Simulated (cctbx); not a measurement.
**Diagnosing a refinement**

Cell a = 3.0920 Å, b = 3.0920 Å, c = 12.2900 Å, α = 90.00°, β = 90.00°, γ = 90.00°; space group I4/mmm (no. 139).

The data are simulated with cctbx, not measured: Mo Kα, λ = 0.71073 Å, to d = 0.6 Å, 70 % of the full sphere, strongest reflection 20000 counts, noise from counting, a 4 % proportional error and a noise floor of 2 counts (s.d.); no absorption.

An anisotropic refinement with weights 1/σ² prints:

```text
Rint 0.032, 112 unique reflections to 0.60 A
cycle     R1     wR2    GooF  max shift (A)
   1  0.6093  0.8651  28.064   0.00459
   4  0.3466  0.5911  19.177   0.00001
final R1 0.3466 wR2 0.5911 GooF 19.177  parameters 8  data/parameter 14.0
atom        x        y        z      Ueq    occ   su(xyz)  su(Uiso or U11)
Cu1    0.00000  0.00000  0.00000   0.0172  1.000  0.00000  0.0044
P1     0.00000  0.00000  0.33460  -0.0130  1.000  0.00061  0.0023  NPD
Fe1    0.50000  0.50000  0.34208   0.0241  1.000  0.00112  0.0050
difference map: max 82.01 min -5.62 rms 6.99
Q1    0.0000  0.0000  0.3347    4   82.10  0.00 A from P1
Q2    0.0000  0.0000  0.0000    2   66.04  0.00 A from Cu1
Q3    0.0000  0.0000  0.1592    4    8.61  0.02 A from Fe1
Q4    0.0000  0.0000  0.2449    4    2.23  1.07 A from Fe1
Q5    0.0000  0.0000  0.4196    4    1.98  1.04 A from P1
Q6    0.1113  0.2731  0.2683   32    1.93  1.22 A from P1
```

Q: Accept it or mend it, and why?

Mend it. The fault: elements exchanged: Fe1 is P and P1 is Fe. Against the right model at the same level, R1 goes from 0.0130 to 0.3466 and GooF from 0.97 to 19.18, U of P1 shrinks from 0.0155 to -0.0130 Å², the top difference peak, 82.1 e/Å³, lies on P1 and P1 goes non-positive-definite. Fe1 has 11 electrons too many and its U swells to shed them, as expected; P1 has 11 electrons too few and its U shrinks to make up, as expected.

The compound is Fe2CuP2. The right model at the same level gives:

```text
Rint 0.032, 112 unique reflections to 0.60 A
cycle     R1     wR2    GooF  max shift (A)
   1  0.0278  0.0675   2.189   0.00114
   2  0.0130  0.0300   0.975   0.00000
final R1 0.0130 wR2 0.0300 GooF 0.975  parameters 8  data/parameter 14.0
atom        x        y        z      Ueq    occ   su(xyz)  su(Uiso or U11)
Cu1    0.00000  0.00000  0.00000   0.0280  1.000  0.00000  0.0002
Fe1    0.00000  0.00000  0.33460   0.0155  1.000  0.00003  0.0001
P1     0.50000  0.50000  0.34211   0.0213  1.000  0.00007  0.0002
difference map: max 0.48 min -0.60 rms 0.12
Q1    0.0000  0.0000  0.5000    2    0.48  2.03 A from Fe1
Q2    0.0000  0.2445  0.0000    8    0.47  0.76 A from Cu1
Q3    0.0000  0.0000  0.1760    4    0.37  0.22 A from P1
Q4    0.0000  0.0000  0.0000    2    0.33  0.00 A from Cu1
Q5    0.0000  0.5000  0.1316    8    0.29  1.58 A from P1
Q6    0.0000  0.2415  0.0810   16    0.25  1.20 A from P1
```

This is a model crystal, built by substitution and not relaxed, with assumed displacement parameters.

[Middle refinement cycles are left out of these outputs.]

[Logs are printed without paths, hosts, clocks, repeated set-up lines and the standing remarks that a program may print on its own settings, such as how far it seeks lower states.]
